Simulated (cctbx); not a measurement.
# What resolution and counting buy: InAsOs5

Space group P4/mmm (no. 123), a = 3.9400 Å, b = 3.9400 Å, c = 7.0360 Å, α = 90.00°, β = 90.00°, γ = 90.00°.

```
atom  mult.    x    y       z  Ueq (Å²)
 Os1      1    0    0       0    0.0190
 Os2      4  1/2    0  0.7064    0.0209
 In1      1  1/2  1/2       0    0.0248
 As1      1    0    0     1/2    0.0238
```

This is a model crystal, built by substitution and not relaxed, with assumed displacement parameters.

Five simulated data sets (cctbx; Mo Kα, λ = 0.71073 Å; 3 % proportional error) differ in resolution or exposure (noise floor 8 counts in the first three, 8 in the last two). Each is refined with the right model, isotropic at 1.1 Å and anisotropic otherwise. How do the figures of merit and the uncertainties move?

| d min (Å) | top counts | ⟨I/σ⟩ (unmerged, absences included) | unique | param. (scale apart) | Rint | R1 | GooF | largest s.u. xyz (fractional) | s.u. U of As1 (Å²) | largest error (Å) |
| --- | --- | --- | --- | --- | --- | --- | --- | --- | --- | --- |
| 1.1 | 5000 | 9.8 | 41 | 5 | 0.033 | 0.0106 | 0.75 | 0.00018 | 0.0020 | 0.0004 |
| 0.84 | 5000 | 8.2 | 81 | 10 | 0.040 | 0.0156 | 0.94 | 0.00011 | 0.0019 | 0.0013 |
| 0.6 | 5000 | 5.0 | 197 | 10 | 0.064 | 0.0211 | 0.86 | 0.00009 | 0.0011 | 0.0000 |
| 0.75 | 300 | 1.5 | 106 | 10 | 0.303 | 0.0833 | 0.93 | 0.00074 | 0.0085 | 0.0056 |
| 0.75 | 3000 | 6.1 | 106 | 10 | 0.061 | 0.0289 | 0.94 | 0.00015 | 0.0020 | 0.0007 |

The number of reflections grows roughly as 1/d³: 41, 81 and 197 here. R1 follows the noise rather than the truth: at 300 counts it is 0.0833, at 3000 counts 0.0289, while GooF is 0.93 and 0.94: the weights 1/σ² carry the noise. The s.u. of U (U11 where anisotropic) for As1 goes 0.0020, 0.0019, 0.0011 Å² with resolution and 0.0085, 0.0020 Å² with exposure.

Hardware for the 0.6 Å refinement: 0.52 s on 1 thread of Arm Neoverse N1, with other jobs on the host, peak memory 0.09 GiB.

[Logs are printed without paths, hosts, clocks, repeated set-up lines and the standing remarks that a program may print on its own settings, such as how far it seeks lower states.]
